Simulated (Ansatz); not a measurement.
Two G0W0 runs on Ge2H (hydrogen-terminated (001) film, symmetric dihydride, 8 layers).

The cell holds 12 atoms: 8 Ge and 4 H. Its edges and angles: a = 4.001 Å, b = 4.001 Å, c = 46.600 Å, α = 90.0°, β = 90.0°, γ = 90.0°. It derives from Ge. Vacuum lies along c.

```xyz
12
Lattice="4.0008 0.0000 0.0000 0.0000 4.0008 0.0000 0.0000 0.0000 46.6000" Properties=species:S:1:pos:R:3
Ge    0.0000    0.0000   18.3862
Ge    4.0008    2.0004   19.7693
Ge    2.0004    2.0004   21.1811
Ge    2.0004    4.0008   22.5931
Ge    0.0000    0.0000   24.0069
Ge    4.0008    2.0004   25.4189
Ge    2.0004    2.0004   26.8307
Ge    2.0004    4.0008   28.2138
H     1.2193    4.0008   17.4506
H     2.7816    4.0008   17.4506
H     0.7811    4.0008   29.1494
H     3.2197    0.0000   29.1494
```

The structure was relaxed with PBEsol (ions only). The runs that relaxed it are not among those shown.

The first (Ansatz 0.2.0; start PBEsol, 4×4×1 mesh, 1100 empty bands, screening to 75 eV, PAW set soft_1 files; 1 × NVIDIA H100 80GB HBM3 (shared by 6 runs) with 3 threads of AMD EPYC 7R13 (Zen 3), shared host) gave, on its mesh: starting gap 1.00 eV, G0W0 gap 1.61 eV, mean of 1 + 4πα/V (set by the cell height) 6.46, 97 s.

Q: The second changes empty bands from 1100 to 444 and screening cutoff (eV) from 75.0 to 41. What does it give?

It gave: starting gap 1.00 eV, G0W0 gap 1.44 eV, mean of 1 + 4πα/V (set by the cell height) 6.65, 48 s. The G0W0 gap moves by −0.17 eV, +0.00 eV from the start and −0.17 eV from the correction.

Limits: not at the basis limit; coarse mesh for a sheet; no spin-orbit coupling.

[Paths, hosts, dates, memory and timing lines, banners, echoed tables and standing remarks are left out of the program output.]

[Logs are printed without paths, hosts, clocks, repeated set-up lines and the standing remarks that a program may print on its own settings, such as how far it seeks lower states.]

[Runs of the session that timed out or met a known fault of the program may be left out.]

[Cells called generated may have been cut or substituted from an entry of the Crystallography Open Database or the Materials Project.]

[Hosts, paths, dates, database ids (printed as entryN), source tags and the programs' standing remarks are cut or masked in the printed files.]
